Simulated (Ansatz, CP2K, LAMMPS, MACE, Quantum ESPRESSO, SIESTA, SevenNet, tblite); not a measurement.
**Li+ BF4- in gamma-butyrolactone and acetonitrile and diethyl carbonate at 360 K (102 atoms) in other programs, against a plane-wave reference**

Aim: run Li+ BF4- in gamma-butyrolactone and acetonitrile and diethyl carbonate at 360 K (102 atoms) in several programs and set results and cost side by side. A plane-wave run serves as the reference.

Main program and level: Ansatz 0.2.0; Kohn-Sham DFT, PBE, PAW, plane waves.

## 1. The structure

The cell holds 102 atoms: 30 C, 12 O, 50 H, 4 N, 1 B, 4 F and 1 Li. Cell: a = 10.567 Å, b = 10.567 Å, c = 10.567 Å, α = 90.0°, β = 90.0°, γ = 90.0°. 3 gamma-butyrolactone, 4 acetonitrile, 2 diethyl carbonate, 1 Li+, 1 BF4- placed at random, at 1.06 g/cm³; overlaps pushed apart, then 10 ps at 550 K with stiff harmonic cages for PF6 and BF4 with UFF radii; Joung-Cheatham ions (J. Phys. Chem. B 112, 9020 (2008)); MMFF94 bonds, angles, torsions, charges and radii (Halgren, J. Comput. Chem. 17, 490 (1996)) in harmonic and 12-6 forms; charges of ions scaled by 0.8. Snapshot after 30 ps at 360 K and fixed volume.

## 2. Plane-wave reference

The PAW files are the set soft_2.

input.yaml reads:

```yaml
crystal:
  lattice:
    - [10.56699, 0.0, 0.0]
    - [0.0, 10.56699, 0.0]
    - [0.0, 0.0, 10.56699]
  atoms:
    - { symbol: C, position: [0.08931, 0.41457, 0.01219] }
    - { symbol: C, position: [0.14601, 0.27961, 0.05319] }
    - { symbol: O, position: [0.27358, 0.28756, 0.09245] }
    - { symbol: C, position: [0.28707, 0.31794, 0.21519] }
    [... 92 atom lines left out ...]
    - { symbol: B, position: [0.63651, 0.24321, 0.69076] }
    - { symbol: F, position: [0.73593, 0.15306, 0.69206] }
    - { symbol: F, position: [0.52283, 0.17741, 0.69005] }
    - { symbol: F, position: [0.66669, 0.32538, 0.59951] }
    - { symbol: F, position: [0.64802, 0.31741, 0.8037] }
    - { symbol: Li, position: [0.55068, 0.4727, 0.81886] }
kpoints:
  mp_grid: { grid: [1, 1, 1] }
hamiltonian:
  xc: pbe
scf:
  occupations: { method: fermi_dirac, width: 0.05 }
output:
  forces: true
  eigenvalues: true
  populations: true
  stress: true
```

The run is started by

```bash
$ ansatz run input.yaml --threads 8 --pin off --max-ram 15872MiB --backend cpu --events-out ev --progress --plain --runs-dir out
```

Numbers of over 12 decimals in the logs are rounded to 6 here.

Log:

```text
[...]
Pseudopotentials: kind: paw
Pseudopotential: C, paw, valence charge 4, recommended cutoff 420 eV (normal), C.paw.azcp
Pseudopotential: O, paw, valence charge 6, recommended cutoff 420 eV (normal), O.paw.azcp
Pseudopotential: H, paw, valence charge 1, recommended cutoff 420 eV (normal), H.paw.azcp
Pseudopotential: N, paw, valence charge 5, recommended cutoff 420 eV (normal), N.paw.azcp
Pseudopotential: B, paw, valence charge 3, recommended cutoff 420 eV (normal), B.paw.azcp
Pseudopotential: F, paw, valence charge 7, recommended cutoff 420 eV (normal), F.paw.azcp
Pseudopotential: Li, paw, valence charge 3, recommended cutoff 420 eV (normal), Li.paw.azcp
[... 5 lines on functional and potentials left out ...]
Crystal: 102 atoms, lattice volume = 1179.924 Å³
Basis set: ecut = 420 eV, 22983 PW (Γ), exchange–correlation on 144×144×144 points (8 copies of the dense FFT grid, shifted against one another)
Bands: 250, of which v1, the nominal top of the filled ones, is band 148 counted from 1 (147 counted from 0)
Symmetry: 1 space group operations
Space group: P1 (ITA 1), of the structure as read, at distance tolerance 1.1e-4 Å
k-points: 1
[... 15 lines on functional and potentials left out ...]
Initial density: superposition of atomic densities (neutral atoms: chi_scale 0, normalization atom), corrected by the library's trained network
Initial wavefunctions: pseudopotential atomic-orbital guess
[...]
SCF iter   1: F=—  HF=-20263.404173 eV  |F-HF|=—  |Δ(HF+E_count)|=         —  Δρ=4.82e-3  dr2=3.40e-1  ethr=1.77e-3  ⟨swp⟩=6.0  Hψ=1145  notcnv=0  defer=35
preconditioner: auto → Resta (q_TF=auto, 2.167 Å⁻¹)  ε∞=2.4  [insulator: Δε(μ)=4.688 eV  Ē_g=15.316 eV  σ=0.050 eV  W_gap=1.00  n_scr=202 (ndim 8)  ℏωp=18.0 eV  f_vac=0.272  D(μ)=0.00/eV (n_scr^D=0)  ε∞_Penn≈2.4]
[...]
SCF iter   9: F=—  HF=-20263.341080 eV  |F-HF|=—  |Δ(HF+E_count)|=   8.05e-7  Δρ=5.95e-6  dr2=4.07e-7  ethr=1.12e-9  ⟨swp⟩=2.0  Hψ=290  notcnv=0  defer=94
SCF iter  10: F=-20263.341080 eV  HF=-20263.341080 eV  |F-HF|=2.78e-8  |Δ(HF+E_count)|=   1.35e-7  Δρ=2.59e-6  dr2=7.94e-8  ethr=3.38e-11  ⟨swp⟩=15.0  Hψ=1643  notcnv=0
SCF 1 converged in 10 iterations: F = -20263.341080 eV  dr2 = 7.94e-8
[...]
SCF converged after 10 iterations
Free energy (F): -20263.341080 eV
Harris-Foulkes:  -20263.341080 eV  (|F-HF|=2.78e-8)
Internal energy: -20263.341080 eV  (E = F + TS)
E sigma→0 (E₀):  -20263.341080 eV
Fermi energy:    0.452871 eV
--- Per-component energies (eV) ---
[...]
Σ components = -20263.341080   (vs F -20263.341080, Δ=0.00e0)
--- Forces (eV/Å), atoms counted from 1 ---
  atom   1  C      1.78706701    -1.96486298    -0.19242057
  atom   2  C     -2.77101604     1.39101143     0.64721294
  atom   3  O      0.04690532    -0.11418473    -0.35959779
  atom   4  C     -0.70966168     1.34234524     1.02299284
[...]
atom 102  Li     0.51637168     0.35862982    -0.06497052
  max |Σ_I F_I| component: 5.00e-5 eV/Å
--- Stress (GPa, compression-positive) ---
        2.163848       0.838744      -0.561588
        0.838747       3.029584       0.025026
       -0.561588       0.025024       3.048998
  P = ⅓ Tr σ = 2.7475 GPa (27.475 kbar)
--- Band table (eV) ---
  k-point 0: bands = ["-44.6631", "-25.0224", "-24.0458", "-23.9987", [... 234 levels ...], "10.0971", "10.1964", "10.2619", "10.2927", "10.3727", "10.4183", "10.4800", "10.5752", "10.5984", "10.6233", "10.6961", "10.7173"]
--- Löwdin populations: 102 sites ---
  site symbol       q [e]
     0      C      4.5004
     1      C      4.0757
     2      O      6.2510
[...]
101     Li      2.2128
  spilling = 0.013075 (of n_electrons = 296.000000)
```

The job ended after 5.8 s (8 threads of Arm Neoverse V2, shared host; peak memory 1.3 GiB; 40 s of CPU time).

Read from the output:

```
free energy                                      : -20263.3411 eV
free energy per atom                             : -198.6602 eV/atom
SCF cycles                                       : 10
pressure                                         : 2.747 GPa
r.m.s. force component                           : 1.004 eV/Å
longest force                                    : 3.721 eV/Å
Fermi energy                                     : 0.4529 eV
gap (highest filled to lowest empty level) : 4.334 eV
spilling of the projection                       : 0.01307
```

Neighbours are counted within 1.34 Å (H-C), 1.85 Å (C-C), 1.73 Å (C-O), 1.62 Å (C-N), 2.48 Å (O-Li), 1.72 Å (F-B), 2.33 Å (F-Li).

Length of the force by element and coordination:

| element | coordination | atoms | mean length of the force (eV/Å) | spread | least | most |
| --- | --- | --- | --- | --- | --- | --- |
| B | all | 1 | 2.25 | 0 | 2.25 | 2.25 |
| C | all | 30 | 2.20 | 0.771 | 0.214 | 3.72 |
| C | 2 | 4 | 2.10 | 0.926 | 0.702 | 3.26 |
| C | 3 | 5 | 2.05 | 0.539 | 1.26 | 2.84 |
| C | 4 | 21 | 2.25 | 0.779 | 0.214 | 3.72 |
| F | all | 4 | 1.44 | 0.903 | 0.815 | 2.99 |
| F | 1 | 3 | 1.54 | 1.02 | 0.815 | 2.99 |
| F | 2 | 1 | 1.14 | 0 | 1.14 | 1.14 |
| H | all | 50 | 1.07 | 0.667 | 0.208 | 3.50 |
| Li | all | 1 | 0.632 | 0 | 0.632 | 0.632 |
| N | all | 4 | 1.42 | 0.831 | 0.478 | 2.57 |
| O | all | 12 | 1.63 | 0.740 | 0.380 | 3.31 |
| O | 1 | 2 | 1.59 | 0.0534 | 1.54 | 1.65 |
| O | 2 | 10 | 1.64 | 0.81 | 0.380 | 3.31 |

Löwdin charges by element and coordination (they lack the spilled electrons, 0.038 e an atom on average):

| element | coordination | atoms | mean charge (e) | spread | least | most |
| --- | --- | --- | --- | --- | --- | --- |
| B | all | 1 | 0.878 | 0 | 0.878 | 0.878 |
| C | all | 30 | -0.0668 | 0.385 | -0.511 | 0.702 |
| C | 2 | 4 | 0.225 | 0.0135 | 0.203 | 0.238 |
| C | 3 | 5 | 0.624 | 0.0612 | 0.569 | 0.702 |
| C | 4 | 21 | -0.287 | 0.180 | -0.511 | -0.032 |
| F | all | 4 | -0.386 | 0.023 | -0.412 | -0.355 |
| F | 1 | 3 | -0.378 | 0.0206 | -0.405 | -0.355 |
| F | 2 | 1 | -0.412 | 0 | -0.412 | -0.412 |
| H | all | 50 | 0.210 | 0.0228 | 0.171 | 0.261 |
| Li | all | 1 | 0.787 | 0 | 0.787 | 0.787 |
| N | all | 4 | -0.211 | 0.0126 | -0.229 | -0.196 |
| O | all | 12 | -0.327 | 0.0793 | -0.451 | -0.244 |
| O | 1 | 2 | -0.426 | 0.0256 | -0.451 | -0.400 |
| O | 2 | 10 | -0.307 | 0.0714 | -0.43 | -0.244 |

The levels nearest the highest filled one (over half full), pooled over k-points and spins:

| level less the highest filled one (eV) | occupation |
| --- | --- |
| -0.625 | 2 |
| -0.519 | 2 |
| -0.512 | 2 |
| -0.301 | 2 |
| -0.219 | 2 |
| 0 | 2 |
| 4.33 | 0 |
| 4.82 | 0 |
| 4.89 | 0 |
| 5.18 | 0 |
| 5.46 | 0 |
| 5.57 | 0 |

## 3. Local order

Density 1.06 g/cm³, 11.57 Å³ an atom.

g(r), total and by pair (bins of 0.2 Å):

| r (Å) | total | H-H | H-C | H-O | H-F | H-N | H-B |
| --- | --- | --- | --- | --- | --- | --- | --- |
| 1.00 | 2.54 | 0.00 | 8.80 | 0.00 | 0.00 | 0.00 | 0.00 |
| 1.20 | 1.86 | 0.00 | 4.45 | 0.00 | 0.00 | 0.00 | 0.00 |
| 1.40 | 1.30 | 0.00 | 0.00 | 0.00 | 0.00 | 0.00 | 0.00 |
| 1.60 | 0.49 | 1.09 | 0.00 | 0.00 | 0.00 | 0.00 | 0.00 |
| 1.80 | 0.80 | 3.31 | 0.00 | 0.00 | 0.00 | 0.00 | 0.00 |
| 2.00 | 0.76 | 0.28 | 1.18 | 2.09 | 0.55 | 0.00 | 0.00 |
| 2.20 | 1.32 | 0.30 | 2.95 | 0.66 | 0.00 | 0.00 | 0.00 |
| 2.40 | 0.97 | 1.56 | 0.22 | 0.94 | 0.85 | 0.83 | 0.00 |
| 2.60 | 0.60 | 1.05 | 0.22 | 1.15 | 1.04 | 0.37 | 0.00 |
| 2.80 | 0.71 | 1.02 | 0.49 | 1.41 | 1.49 | 1.17 | 0.00 |
| 3.00 | 0.83 | 1.08 | 0.59 | 1.56 | 0.25 | 2.33 | 0.00 |
| 3.20 | 1.06 | 0.88 | 1.34 | 1.14 | 0.68 | 3.22 | 1.86 |
| 3.40 | 0.85 | 0.73 | 1.02 | 0.88 | 1.62 | 0.82 | 3.30 |
| 3.60 | 0.81 | 0.73 | 1.01 | 0.54 | 0.35 | 1.26 | 0.69 |
| 3.80 | 0.90 | 0.73 | 0.99 | 1.24 | 0.49 | 0.33 | 1.93 |
| 4.00 | 1.13 | 1.25 | 0.84 | 1.22 | 1.17 | 1.32 | 0.00 |
| 4.20 | 0.99 | 0.70 | 0.89 | 1.06 | 1.58 | 0.94 | 0.52 |
| 4.40 | 0.93 | 0.91 | 0.94 | 1.18 | 0.97 | 0.97 | 0.97 |
| 4.60 | 1.08 | 1.03 | 1.17 | 1.42 | 1.12 | 0.78 | 1.75 |
| 4.80 | 1.05 | 1.12 | 1.08 | 0.85 | 1.23 | 0.71 | 1.23 |
| 5.00 | 1.09 | 1.02 | 1.23 | 0.78 | 1.22 | 1.23 | 0.39 |
| 5.20 | 1.10 | 0.96 | 0.95 | 1.01 | 1.21 | 1.21 | 2.11 |

Bonds by pair of elements; cutoffs follow the first minimum of g(r), held within bounds set by covalent radii, and pairs that aren't listed don't count as bonded:

| pair A-B | cutoff (Å) | bonds | mean length (Å) | spread (Å) | shortest (Å) | B about A | A about B |
| --- | --- | --- | --- | --- | --- | --- | --- |
| H-C | 1.34 | 50 | 1.09 | 0.031 | 1.01 | 1 | 1.67 |
| C-C | 1.85 | 17 | 1.49 | 0.042 | 1.42 | 1.13 | 1.13 |
| C-O | 1.73 | 19 | 1.35 | 0.075 | 1.21 | 0.633 | 1.58 |
| C-N | 1.62 | 4 | 1.15 | 0.01 | 1.14 | 0.133 | 1 |
| O-Li | 2.48 | 3 | 2.02 | 0.062 | 1.93 | 0.25 | 3 |
| F-B | 1.72 | 4 | 1.39 | 0.037 | 1.34 | 1 | 4 |
| F-Li | 2.33 | 1 | 1.94 | 0 | 1.94 | 0.25 | 1 |

How many atoms have how many bonded neighbours:

| element | mean | 1 | 2 | 3 | 4 |
| --- | --- | --- | --- | --- | --- |
| B | 4 | 0 | 0 | 0 | 1 |
| C | 3.57 | 0 | 4 | 5 | 21 |
| F | 1.25 | 3 | 1 | 0 | 0 |
| H | 1 | 50 | 0 | 0 | 0 |
| Li | 4 | 0 | 0 | 0 | 1 |
| N | 1 | 4 | 0 | 0 | 0 |
| O | 1.83 | 2 | 10 | 0 | 0 |

Rings of the network by King's shortest-path rule, up to 12 atoms, one path for each pair of neighbours; H, halogens, alkali and alkaline-earth atoms are left out, and the last column divides by all other atoms, bonded or not:

| ring size (atoms) | rings | per network atom |
| --- | --- | --- |
| 5 | 3 | 0.064 |

## 4. The ladder

The programs:
- CP2K 2026.2: Gaussian basis with GTH pseudopotentials and a plane-wave density; labels give functional, basis (MOLOPT sets; SR short-range, UZH the newer set with its own potentials), grid cutoff/relative cutoff and solver (OT: orbital transformation; TRS4, TC2, SIGN: linear-scaling purification with its sparsity filter), or its built-in tight binding.
- MACE: machine-learned potential, published weights.
- Quantum ESPRESSO 7.5: plane waves; labels (QE) give functional, pseudopotential set and cutoffs of waves/density.
- SIESTA 5.4.2: numerical atomic orbitals, whose automatically made sets are far from complete, with PseudoDojo norm-conserving potentials that we converted to its format (checked against plane waves on the same files for H, C, O, Si, Ge and Ca alone); labels give functional, basis size, energy shift and mesh cutoff.
- SevenNet: machine-learned potential, published weights.
- tblite 0.8.0: extended tight binding, driven from Python.

All use the same cell and atoms; the electronic-structure runs use the same k-mesh, and an electronic temperature of 580 K (0.05 eV) where levels are smeared.

Differences are against the plane-wave reference, forces as r.m.s. over components; share is that over the reference's r.m.s. force, slope the least-squares factor from reference forces to these. Total energies of different programs have different zeros and aren't compared.

| run | Δ force, r.m.s. (meV/Å) | share (%) | slope | Δ pressure (GPa) | Δ gap (eV) | cores | CPU time | memory (GiB) |
| --- | --- | --- | --- | --- | --- | --- | --- | --- |
| reference | - | - | - | - | - | 8 | 40 s | 1.3 |
| CP2K GFN1-xTB, OT DIIS | 393 | 39.1 | 0.926 | -2.94 | - | 1 | 3.4 s | 0.32 |
| CP2K LDA, DZVP-MOLOPT-SR, 600/50 Ry, OT DIIS | 201 | 20.0 | 1.009 | -2.21 | -0.0066 | 4 | 6.6 min | 2.5 |
| CP2K PBE, DZVP-MOLOPT-SR, 210/50 Ry, OT DIIS (coarse) | 295 | 29.4 | 1.058 | 0.795 | 0.0348 | 2 | 5.6 min | 0.6 |
| CP2K PBE, DZVP-MOLOPT-SR, 300/50 Ry, OT DIIS (coarse) | 165 | 16.4 | 1.049 | 0.710 | 0.0335 | 2 | 6.8 min | 0.87 |
| CP2K PBE, DZVP-MOLOPT-SR, 600/20 Ry, OT DIIS (coarse) | 184 | 18.3 | 1.050 | 1.01 | 0.0241 | 4 | 4.4 min | 2.6 |
| CP2K PBE, DZVP-MOLOPT-SR, 600/50 Ry, OT DIIS | 167 | 16.7 | 1.051 | 0.685 | 0.0327 | 4 | 7.7 min | 2.6 |
| CP2K PBE, DZVP-MOLOPT-SR, 600/50 Ry, diagonalisation | 167 | 16.7 | 1.051 | 0.685 | 0.0326 | 2 | 4.2 min | 2.9 |
| CP2K PBE, SZV-MOLOPT-SR, 600/50 Ry, OT DIIS (coarse) | 2072 | 206 | 1.450 | 9.76 | -0.626 | 2 | 4.1 min | 1.6 |
| CP2K PBE, SZV-MOLOPT-SR, 600/50 Ry, SIGN filter 1e-04, SCF 1e-05 (coarse) | 2021 | 201 | 1.432 | 10.2 | - | 1 | 1.9 min | 1.5 |
| CP2K PBE, SZV-MOLOPT-SR, 600/50 Ry, SIGN filter 1e-06, SCF 1e-06 (coarse) | 2052 | 204 | 1.445 | 9.87 | - | 1 | 6.1 min | 1.5 |
| MACE MP-0b2 small potential | 188 | 18.7 | 0.982 | 0.418 | - | 1 | 6.2 s | 0.67 |
| MACE MPA-0 medium potential | 186 | 18.5 | 0.957 | 0.306 | - | 1 | 8.3 s | 1.3 |
| QE PBE, dojo-0.4.1-standard, 80/320 Ry | 38.6 | 3.84 | 1.005 | -0.277 | -0.0043 | 4 | 4.5 min | 1.9 |
| QE PBE, gbrv-1.5, 40/200 Ry | 125 | 12.4 | 1.042 | 0.477 | 0.0034 | 2 | 2.4 min | 0.83 |
| QE PBE, sssp-1.3.0-efficiency, 60/480 Ry | 36.5 | 3.63 | 1.009 | 0.0685 | 0.0015 | 2 | 5.2 min | 2.4 |
| SIESTA BLYP, PBE potentials, DZP, shift 0.01 Ry, mesh 500 Ry | 832 | 82.8 | 1.197 | 5.27 | -0.0893 | 2 | 3.3 min | 1.7 |
| SIESTA PBE, DZP, shift 0.01 Ry, mesh 500 Ry | 731 | 72.8 | 1.179 | 3.57 | -0.113 | 2 | 3.4 min | 1.7 |
| SIESTA PBE, DZP, shift 0.02 Ry, mesh 500 Ry | 596 | 59.3 | 1.156 | 1.35 | -0.191 | 2 | 2.6 min | 1.5 |
| SIESTA PBE, SZ, shift 0.01 Ry, mesh 500 Ry (coarse) | 2896 | 288 | 1.573 | 21.3 | -2.46 | 1 | 70 s | 0.74 |
| SIESTA PBE, SZ, shift 0.02 Ry, mesh 500 Ry (coarse) | 2600 | 259 | 1.528 | 19.3 | -2.55 | 1 | 61 s | 0.67 |
| SevenNet 0 potential | 213 | 21.2 | 0.959 | 0.0963 | - | 1 | 7.3 s | 1.1 |
| tblite GFN2-xTB | 438 | 43.6 | 0.878 | -3.03 | - | 1 | 7.6 s | 0.16 |

Rows marked coarse were listed beforehand as settings not expected to be converged; some can still land near the reference.

Times of the machine-learned potentials are mostly Python's start and the loading of weights.

CPU time is summed over cores on a shared host, where runs went side by side, so it is rough. Symmetry, cutoffs, thresholds, outputs and thread counts weren't matched or tuned between programs; memory under MPI is the largest rank's times the ranks.

Left out of this page: tblite IPEA1-xTB (killed or ended with an error).

Runs without a result: SIESTA PBE, SZ, shift 0.02 Ry, mesh 500 Ry, order-N, radius 5.5 Å, eta -3.3 eV (stopped at the start: stopping program Stopping Program from Node:    3); CP2K PBE, SZV-MOLOPT-SR, 600/50 Ry, SIGN filter 1e-07, SCF 1e-07 (cut off at its time limit of 6.5 min); SIESTA PBE, SZ, shift 0.02 Ry, mesh 500 Ry, order-N, radius 4.5 Å, eta -3.3 eV (stopped at the start: stopping program Stopping Program from Node:    0).

Mean charges by element (e), by run and scheme:

| run | scheme | C | O | H | N | B | F |
| --- | --- | --- | --- | --- | --- | --- | --- |
| reference | Löwdin | -0.07 | -0.33 | +0.21 | -0.21 | +0.88 | -0.39 |
| CP2K GFN1-xTB, OT DIIS | Mulliken | +0.14 | -0.45 | +0.05 | -0.33 | +0.78 | -0.40 |
| CP2K LDA, DZVP-MOLOPT-SR, 600/50 Ry, OT DIIS | Mulliken | -0.05 | -0.19 | +0.12 | -0.42 | +0.28 | -0.28 |
| CP2K PBE, DZVP-MOLOPT-SR, 600/50 Ry, OT DIIS | Mulliken | -0.01 | -0.19 | +0.09 | -0.39 | +0.37 | -0.30 |
| CP2K PBE, DZVP-MOLOPT-SR, 600/50 Ry, diagonalisation | Mulliken | -0.01 | -0.19 | +0.09 | -0.39 | +0.37 | -0.30 |
| SIESTA BLYP, PBE potentials, DZP, shift 0.01 Ry, mesh 500 Ry | Hirshfeld | +0.04 | -0.11 | +0.03 | -0.18 | +0.15 | -0.16 |
| SIESTA PBE, DZP, shift 0.01 Ry, mesh 500 Ry | Hirshfeld | +0.03 | -0.10 | +0.03 | -0.17 | +0.12 | -0.15 |
| SIESTA PBE, DZP, shift 0.02 Ry, mesh 500 Ry | Hirshfeld | +0.04 | -0.08 | +0.02 | -0.17 | +0.06 | -0.13 |
| tblite GFN2-xTB | Mulliken | +0.07 | -0.31 | +0.06 | -0.27 | +0.71 | -0.39 |

The reference's Löwdin charges lack the electrons that the projection spills, 0.038 e an atom on average.

Within one program, basis, potentials and functional, energies share a zero. Each run against its twin at the usual cutoff or grid and solver:

| run | twin | Δ energy (meV/atom) | Δ force, r.m.s. (meV/Å) | CPU time over the twin's |
| --- | --- | --- | --- | --- |
| CP2K PBE, DZVP-MOLOPT-SR, 210/50 Ry, OT DIIS | DZVP-MOLOPT-SR, 600/50 Ry, OT DIIS | -4.00 | 234 | 0.72 (this twin ran on 4 cores) |
| CP2K PBE, DZVP-MOLOPT-SR, 300/50 Ry, OT DIIS | DZVP-MOLOPT-SR, 600/50 Ry, OT DIIS | -0.967 | 58.0 | 0.88 (this twin ran on 4 cores) |
| CP2K PBE, DZVP-MOLOPT-SR, 600/20 Ry, OT DIIS | DZVP-MOLOPT-SR, 600/50 Ry, OT DIIS | -4.90 | 83.0 | 0.57 |
| CP2K PBE, DZVP-MOLOPT-SR, 600/50 Ry, diagonalisation | DZVP-MOLOPT-SR, 600/50 Ry, OT DIIS | 0 | 0.06 | 0.54 (this twin ran on 4 cores) |
| CP2K PBE, SZV-MOLOPT-SR, 600/50 Ry, SIGN filter 1e-04, SCF 1e-05 | SZV-MOLOPT-SR, 600/50 Ry, OT DIIS | 10.7 | 304 | 0.46 (this twin ran on 2 cores) |
| CP2K PBE, SZV-MOLOPT-SR, 600/50 Ry, SIGN filter 1e-06, SCF 1e-06 | SZV-MOLOPT-SR, 600/50 Ry, OT DIIS | 1.33 | 106 | 1.5 (this twin ran on 2 cores) |

## 5. Summary of results

```
reference r.m.s. force component                       : 1.00 eV/Å
nearest in forces                                      : QE PBE, sssp-1.3.0-efficiency, 60/480 Ry, 3.6 %
farthest in forces                                     : SIESTA PBE, SZ, shift 0.01 Ry, mesh 500 Ry (coarse), 288 %
cheapest electronic-structure run beside the reference : CP2K GFN1-xTB, OT DIIS, 3.4 s of CPU time
```

PBE on plane waves or a grid with other potentials, cutoffs or grids, coarse settings apart, differs from the reference by 3.6 % (QE PBE, sssp-1.3.0-efficiency, 60/480 Ry) to 12 % (QE PBE, gbrv-1.5, 40/200 Ry) of the r.m.s. force; this holds the reference's own error, so differences of a few per cent don't tell which side is nearer the exact PBE result (QE's 80 Ry are 1088 eV, against the reference's 420 eV). The PBE runs in local orbitals, coarse settings apart, differ by 17 % (CP2K PBE, DZVP-MOLOPT-SR, 600/50 Ry, OT DIIS) to 73 % (SIESTA PBE, DZP, shift 0.01 Ry, mesh 500 Ry); basis, grid and potentials can all enter. Tight binding differs by 39 % (CP2K GFN1-xTB, OT DIIS) to 44 % (tblite GFN2-xTB); it is another model, with fitted parameters of its own, and the xTB methods hold dispersion. Machine-learned potentials differ by 18 % (MACE MPA-0 medium potential) to 21 % (SevenNet 0 potential); they were trained on other programs' data. Rows with another functional or a dispersion term differ by 20 % (CP2K LDA, DZVP-MOLOPT-SR, 600/50 Ry, OT DIIS) to 83 % (SIESTA BLYP, PBE potentials, DZP, shift 0.01 Ry, mesh 500 Ry), which mixes the change of model with differences of basis and potentials, some of them made for another functional. Runs with settings chosen to be coarse differ by 16 % (CP2K PBE, DZVP-MOLOPT-SR, 300/50 Ry, OT DIIS) to 288 % (SIESTA PBE, SZ, shift 0.01 Ry, mesh 500 Ry), their programs' other errors included. Of the electronic-structure runs that take under half the reference's CPU time, CP2K GFN1-xTB, OT DIIS comes nearest, at 39 % in 3.4 s against 40 s; its pressure misses by -2.9 GPa. At the same functional, gaps differ from the reference's 4.33 eV by between -2.55 and +0.03 eV. In pressure, SIESTA PBE, SZ, shift 0.01 Ry, mesh 500 Ry misses by +21.3 GPa, at the same functional. Charges hang on model, scheme and program or settings: among these rows the mean for B runs from +0.06 to +0.88 e. With SIGN, tightening the sparsity filter from 1e-04 to 1e-06, and the SCF threshold with it, takes the force difference from the cubic solver from 304 to 106 meV/Å, and the CPU time from 0.46 to 1.5 times the cubic solver's. In the reference: filled and empty levels are parted by 4.33 eV (at Γ alone); a semilocal functional tends to put such gaps too low. In a disordered cell it changes from sample to sample and from frame to frame. In the reference: mean Löwdin charges: B +0.88, C -0.07, F -0.39, H +0.21, Li +0.79, N -0.21 e (they miss 1.3 % of the electrons, so they add up to more than the cell's charge). Periodic xTB results under one method name differ between programs and library versions. Machine-learned potentials mimic data converged in k, so the reference's own k-point error enters their differences. The network of contacts between molecules at the start is that of the classical potential that made the cell, and needn't be the one that DFT or experiment would give. The reference's PBE has no dispersion term, which matters for the binding between molecules or layers. The density was typed from a rule of thumb and may lie off the real one at this temperature. The electronic-structure runs sample only Γ, in a cell whose shortest periodic width is 11 Å.

[Also dropped from logs without a mark: logging warnings of Python, and SIESTA's first energy breakdown and zero terms.]

[Logs are printed without paths, hosts, clocks, repeated set-up lines and the standing remarks that a program may print on its own settings, such as how far it seeks lower states.]

[Hosts, paths, dates, database ids (printed as entryN), source tags and the programs' standing remarks are cut or masked in the printed files.]

[The MMFF94 radii named for the starting cell were scaled by 0.96; in molecules described by MMFF94, hydrogen bound to N, O or S took a small fixed 12-6 site in their place.]
